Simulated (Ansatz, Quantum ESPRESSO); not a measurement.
# Lattice dynamics of AlBiTe3 (Pm-3m) in two programs, part 2 of 2

How does AlBiTe3 (Pm-3m) vibrate, and is this structure a minimum?

Quantum ESPRESSO 7.5; DFT LDA, scalar-relativistic, plane waves, JTH PAW pseudopotentials.

So far, lowest frequency on the path (cm⁻¹): step 7 (interpolated phonon bands) -101. Also highest frequency (cm⁻¹): step 7 311. The relaxed cell has a = 5.216 Å (conventional setting).

The structure was built from a prototype and need not be the compound's stable phase.

## Step 10: Sum rules set otherwise: a sum rule for molecules or wires on a crystal

This rule also removes rotations, which suits wires and not a crystal; it is tried to see the harm.

dynmat.in

```
&INPUT
  fildyn = 'x.dyn1'
  asr    = 'one-dim'
  fileig = 'dynmat.eig'
/
```

Run with:

```console
$ dynmat.x -in dynmat.in > dynmat.out
```

Wall time 0.6 s (1 thread of AMD EPYC 9R45, shared host).

The run ended normally, but on settings that are not sound.

The fault: a sum rule for molecules or wires on a crystal; 1 optical mode is projected out to zero frequency, as if it were a rotation.

For a crystal the rule has to be 'simple' or 'crystal'.

Zone-centre frequencies as printed; negative means imaginary. Modes:

| mode | frequency (cm⁻¹) |
| --- | --- |
| 1 | -74 |
| 2 | -71.35 |
| 3 | -71.35 |
| 4 | -64.45 |
| 5 | -64.45 |
| 6 | -51.29 |
| 7 | 0 |
| 8 | 0 |
| 9 | 0 |
| 10 | 0 |
| 11 | 12.19 |
| 12 | 12.19 |
| 13 | 308.7 |
| 14 | 308.7 |
| 15 | 317 |

## Step 11: Sum rules set otherwise (asr no)

Without the rule the raw error of the acoustic modes shows.

dynmat.in

```
&INPUT
  fildyn = 'x.dyn1'
  asr    = 'no'
  fileig = 'dynmat.eig'
/
```

Run with:

```console
$ dynmat.x -in dynmat.in > dynmat.out
```

Run time: 0.58 s. Hardware: 1 thread.

Zone-centre frequencies as printed; negative means imaginary. Modes:

| mode | frequency (cm⁻¹) |
| --- | --- |
| 1 | -71.35 |
| 2 | -71.35 |
| 3 | -71.35 |
| 4 | -64.45 |
| 5 | -64.45 |
| 6 | -64.45 |
| 7 | 0.44 |
| 8 | 0.44 |
| 9 | 0.44 |
| 10 | 12.19 |
| 11 | 12.19 |
| 12 | 12.19 |
| 13 | 308.7 |
| 14 | 308.7 |
| 15 | 308.7 |

Against the first rule no mode moves by more than 0.5 cm⁻¹.

## Step 12: The dispersion under another sum rule (asr all)

The sum rule corrects the force constants themselves, so it can shift branches at any wavevector, low ones most.

matdyn.in

```
&INPUT
  asr              = 'all'
  flfrc            = 'x.fc'
  flfrq            = 'x.freq'
  flvec            = 'x.modes'
  q_in_band_form   = .true.
  q_in_cryst_coord = .true.
/
8
  0.0000000   0.0000000   0.0000000   8  ! GAMMA
  0.0000000   0.5000000   0.0000000   8  ! X
  0.5000000   0.5000000   0.0000000   8  ! M
  0.0000000   0.0000000   0.0000000   8  ! GAMMA
  0.5000000   0.5000000   0.5000000   8  ! R
  0.0000000   0.5000000   0.0000000   1  ! X
  0.5000000   0.5000000   0.5000000   8  ! R
  0.5000000   0.5000000   0.0000000   1  ! M
```

Run with:

```console
$ matdyn.x -in matdyn.in > matdyn.out
```

Run time: 0.63 s. Hardware: 1 thread.

At the labelled points the branches move by no more than 0.1 cm⁻¹.

## Step 13: A second program

The same cell goes through another code, with its own cutoff. The potentials differ. Its k mesh is centred on Γ.

This step: DFT LDA, scalar-relativistic, plane waves, PseudoDojo norm-conserving pseudopotentials (Ansatz 0.2.0).

input.yaml

```yaml
crystal:
  lattice:
    - [5.21634627, 0.0, 0.0]
    - [0.0, 5.21634627, 0.0]
    - [0.0, 0.0, 5.21634627]
  atoms:
    - { symbol: Bi, position: [0.0, 0.0, 0.0] }
    - { symbol: Al, position: [0.5, 0.5, 0.5] }
    - { symbol: Te, position: [0.5, 0.5, 0.0] }
    - { symbol: Te, position: [0.5, 0.0, 0.5] }
    - { symbol: Te, position: [0.0, 0.5, 0.5] }
kpoints:
  mp_grid: { grid: [6, 6, 6] }
hamiltonian:
  xc: lda
  pseudopotentials: { kind: nc, accuracy: standard }
scf:
  occupations: { method: gaussian, width: 0.27211 }
output:
  eigenvalues: true
phonons:
  method: dfpt
  qmesh: [2, 2, 2]
  temperatures: { t_max: 1000, t_step: 50 }
  qpath:
    path:
      - [[0.0, 0.0, 0.0], [0.0, 0.5, 0.0], [0.5, 0.5, 0.0], [0.0, 0.0, 0.0], [0.5, 0.5, 0.5], [0.0, 0.5, 0.0]]
      - [[0.5, 0.5, 0.5], [0.5, 0.5, 0.0]]
    npoints: 12
```

Run with:

```console
$ ansatz run input.yaml --threads 4 --pin off --max-ram 8192MiB --backend cpu --events-out ev --progress --plain --runs-dir out
```

It took 5.5 min on 4 threads; peak memory 3.6 GiB; 21 min of CPU time.

This step gave:

| Quantity | Value |
| --- | --- |
| sum-rule residual before enforcement | 1.07e-4 eV/Å² |
| lowest frequency on the path | -100.6 cm⁻¹ |
| share of modes beyond 3i cm⁻¹ on the dense interpolated mesh | 0.5058 |
| highest optical zone-centre mode (no LO-TO term) | 306.5 cm⁻¹ |
| lowest optical zone-centre mode | -70.47 cm⁻¹ |
| lowest mode on the q mesh (acoustic ones at the zone centre apart) | -100.6 cm⁻¹ |

## Step 14: The two compared: QE JTH and Ansatz, PseudoDojo

Worked out from the results:

- root-mean-square difference: 3.75 cm⁻¹
- largest difference: 12.35 cm⁻¹
- root-mean-square difference on the path: 3.4 cm⁻¹
- largest difference on the path: 18.7 cm⁻¹

The 12 of 57 modes that differ most. Frequencies side by side:

| q (reciprocal lattice) | mode | QE JTH (cm⁻¹) | Ansatz, PseudoDojo (cm⁻¹) |
| --- | --- | --- | --- |
| 0 0 0 | 10 | 12.19 | 24.54 |
| 0 0 0 | 11 | 12.19 | 24.54 |
| 0 0 0 | 12 | 12.19 | 24.54 |
| 0 0 -0.5 | 8 | -14.48 | -10.21 |
| 0 0 -0.5 | 9 | -14.48 | -10.21 |
| 0 0 -0.5 | 13 | 295.4 | 291 |
| 0 -0.5 -0.5 | 9 | 15.58 | 20.96 |
| 0 -0.5 -0.5 | 13 | 299.2 | 294.1 |
| 0 -0.5 -0.5 | 14 | 299.2 | 294.1 |
| -0.5 -0.5 -0.5 | 13 | 307.1 | 301.3 |
| -0.5 -0.5 -0.5 | 14 | 307.1 | 301.3 |
| -0.5 -0.5 -0.5 | 15 | 307.1 | 301.3 |

At the solved wavevectors the largest difference (acoustic modes at Γ apart) is 4 % of the highest mode (on the interpolated path 6 %), but 101 % of the mode at 12 cm⁻¹ on which it sits.

## Step 15: Summary of results

```
space group after relaxation                                       : Pm-3m
volume per atom                                                    : 28.4 Å³
highest optical zone-centre mode (no LO-TO term)                   : 308.7 cm⁻¹
lowest optical zone-centre mode                                    : -71.3 cm⁻¹
q mesh                                                             : 2×2×2
lowest mode on the q mesh (acoustic ones at the zone centre apart) : -101.0 cm⁻¹
imaginary modes on the q mesh                                      : yes
largest difference from Ansatz, PseudoDojo                         : 12.3 cm⁻¹
```

AlBiTe3 (Pm-3m) is unstable: a mode solved on the 2×2×2 mesh is imaginary, 101i cm⁻¹; its spectrum reaches 311 cm⁻¹. At the LDA level the optical modes of AlBiTe3 (Pm-3m) at the zone centre run from 71i to 309 cm⁻¹, so the structure is a saddle point, with 6 modes beyond 10i cm⁻¹ there. The most unstable solved mode lies at q = (0, -0.5, -0.5), on the zone boundary, so the distortion that it points to doubles the cell. Of the 12 optical modes, 9 are infrared active alone and 3 are silent. QE JTH and Ansatz, PseudoDojo differ by 3.8 cm⁻¹ in the root mean square and by 12.3 cm⁻¹ at most, 4.0 % of the highest mode compared (acoustic modes at Γ left out; ph.x's values are those before the sum rule); the two use different potentials, and the cell was not relaxed for the second set. Their interpolated bands part by up to 19 cm⁻¹. These are harmonic frequencies at zero temperature: anharmonic shifts and linewidths and thermal expansion are left out. Spin-orbit coupling is left out, which can matter for the heavy elements here. In a metal the frequencies hang on the k mesh and the smearing, most of all near Kohn anomalies. The structure is a hypothetical one, built on a prototype.

[Host names and launcher messages were left out of these logs when they were recorded.]

[Logs are printed without paths, hosts, clocks, repeated set-up lines and the standing remarks that a program may print on its own settings, such as how far it seeks lower states.]

[Hosts, paths, dates, database ids (printed as entryN), source tags and the programs' standing remarks are cut or masked in the printed files.]
